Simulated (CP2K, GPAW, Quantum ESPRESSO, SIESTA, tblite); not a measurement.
## Amorphous carbon (160 atoms): runs against a plane-wave reference

Density of this cell: 3.27 g/cm³. The cell holds 160 atoms: 160 C. Cell: a = 9.922 Å, b = 9.922 Å, c = 9.922 Å, α = 90.0°, β = 90.0°, γ = 90.0°. 160 atoms (160 C) placed at random at 3.27 g/cm³, melted at 6000 K for 10 ps at fixed volume with the LCBOP (Los and Fasolino, Phys. Rev. B 68, 024107 (2003)). Quenched from 6000 K to 300 K at 500 K/ps and fixed volume, held 5 ps. Then every atom was moved at random, 0.02 Å r.m.s. a Cartesian component.

Geometry: as built.

The reference, a calculation:

* method: Kohn-Sham DFT, PBE, SSSP efficiency 1.3.0 pseudopotentials, plane waves (Quantum ESPRESSO 7.5); sssp-pbe-1.3.0-efficiency, cutoffs 45/360 Ry, Γ point
* r.m.s. force component: 1.906 eV/Å
* longest force: 8.371 eV/Å
* pressure: 62.9 GPa
* time: 2.5 min on 4 MPI ranks of Arm Neoverse V1, shared host
* CPU time: 10 min

Runs, in no order:
A. QE PBE, sssp-1.3.0-efficiency, 20/160 Ry: Kohn-Sham DFT, PBE, SSSP efficiency 1.3.0 pseudopotentials, plane waves
B. GPAW PBE, LCAO dzp, h 0.2 Å: Kohn-Sham DFT, PBE, PAW, atomic orbitals (dzp)
C. QE PBE, gbrv-1.5, 40/200 Ry: Kohn-Sham DFT, PBE, GBRV 1.5 ultrasoft pseudopotentials, plane waves
D. SIESTA PBE, DZP, shift 0.01 Ry, mesh 300 Ry: Kohn-Sham DFT, PBE, PseudoDojo 0.4.1 norm-conserving pseudopotentials (converted to PSML), numerical atomic orbitals (DZP), diagonalisation
E. CP2K PBE, SZV-MOLOPT-SR, 450/50 Ry, diagonalisation: Kohn-Sham DFT, PBE, GTH-PBE pseudopotentials, Gaussian and plane waves, SZV-MOLOPT-SR-GTH, diagonalisation

Q: Order them from the smallest to the largest r.m.s. force difference.

C, B, D, A, E.

| run | Δ force, r.m.s. (meV/Å) | share of r.m.s. force (%) | CPU time |
| --- | --- | --- | --- |
| C. QE PBE, gbrv-1.5, 40/200 Ry | 12.8 | 0.673 | 5.5 min |
| B. GPAW PBE, LCAO dzp, h 0.2 Å | 161 | 8.43 | 19 min |
| D. SIESTA PBE, DZP, shift 0.01 Ry, mesh 300 Ry | 246 | 12.9 | 15 min |
| A. QE PBE, sssp-1.3.0-efficiency, 20/160 Ry | 373 | 19.6 | 3.6 min |
| E. CP2K PBE, SZV-MOLOPT-SR, 450/50 Ry, diagonalisation | 617 | 32.4 | 5.7 min |

The network of bonds at the start is that of the classical potential that made the cell, and needn't be the one that DFT or experiment would give. The electronic-structure runs sample only Γ, in a cell whose shortest periodic width is 10 Å, which is coarse for a cell with partly filled levels.

[Hosts, paths, dates, database ids (printed as entryN), source tags and the programs' standing remarks are cut or masked in the printed files.]
